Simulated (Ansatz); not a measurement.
Planning a run of Ansatz 0.2.0 on Bi2Se3 (R-3m). The input:

```yaml
crystal:
  lattice:
    - [2.0956832629, 1.209943296, 9.9762290674]
    - [-2.0956832629, 1.209943296, 9.9762290674]
    - [0.0, -2.419886592, 9.9762290674]
  atoms:
    - { symbol: Bi, position: [0.398435, 0.398435, 0.398435] }
    - { symbol: Bi, position: [0.601565, 0.601565, 0.601565] }
    - { symbol: Se, position: [0.0, 0.0, 0.0] }
    - { symbol: Se, position: [0.215715, 0.215715, 0.215715] }
    - { symbol: Se, position: [0.784285, 0.784285, 0.784285] }
kpoints:
  mp_grid: { grid: [6, 6, 6] }
hamiltonian:
  xc: pbe
  pseudopotentials: { kind: paw, source: ansatz }
scf:
  occupations: { method: fixed }
gw:
  n_empty_bands: 397
  ecut_chi: 110.0
  qp_bands: [v2, c2]
  qp_kpoints: band_edges
  screening: { model: contour_deformation }
```

```sh
ansatz run input.yaml --threads 4 --pin off --max-ram 138240MiB --backend cuda --events-out ev --progress --plain --runs-dir out --devices 1 --max-vram 26GiB
```

Q: Estimate wall time and host memory on 1 × NVIDIA H100 80GB HBM3 (shared by 3 runs) with 4 threads of AMD EPYC 7R13 (Zen 3), shared host.

It took 5.7 min; on shared hardware allow 2.8 min to 11 min. Peak host memory was 3.6 GiB. The sizes that set the cost: 4845 plane waves a state, 32 irreducible k points, 444 bands summed, 419 plane waves in the screening and 10 SCF cycles.

The screening grows as filled bands × empty bands × pairs of k points, times the square of the screening basis for the matrix.

[Paths, hosts, dates, memory and timing lines, banners, echoed tables and standing remarks are left out of the program output.]

[Logs are printed without paths, hosts, clocks, repeated set-up lines and the standing remarks that a program may print on its own settings, such as how far it seeks lower states.]

[Runs of the session that timed out or met a known fault of the program may be left out.]

[Cells called generated may have been cut or substituted from an entry of the Crystallography Open Database or the Materials Project.]

[Hosts, paths, dates, database ids (printed as entryN), source tags and the programs' standing remarks are cut or masked in the printed files.]
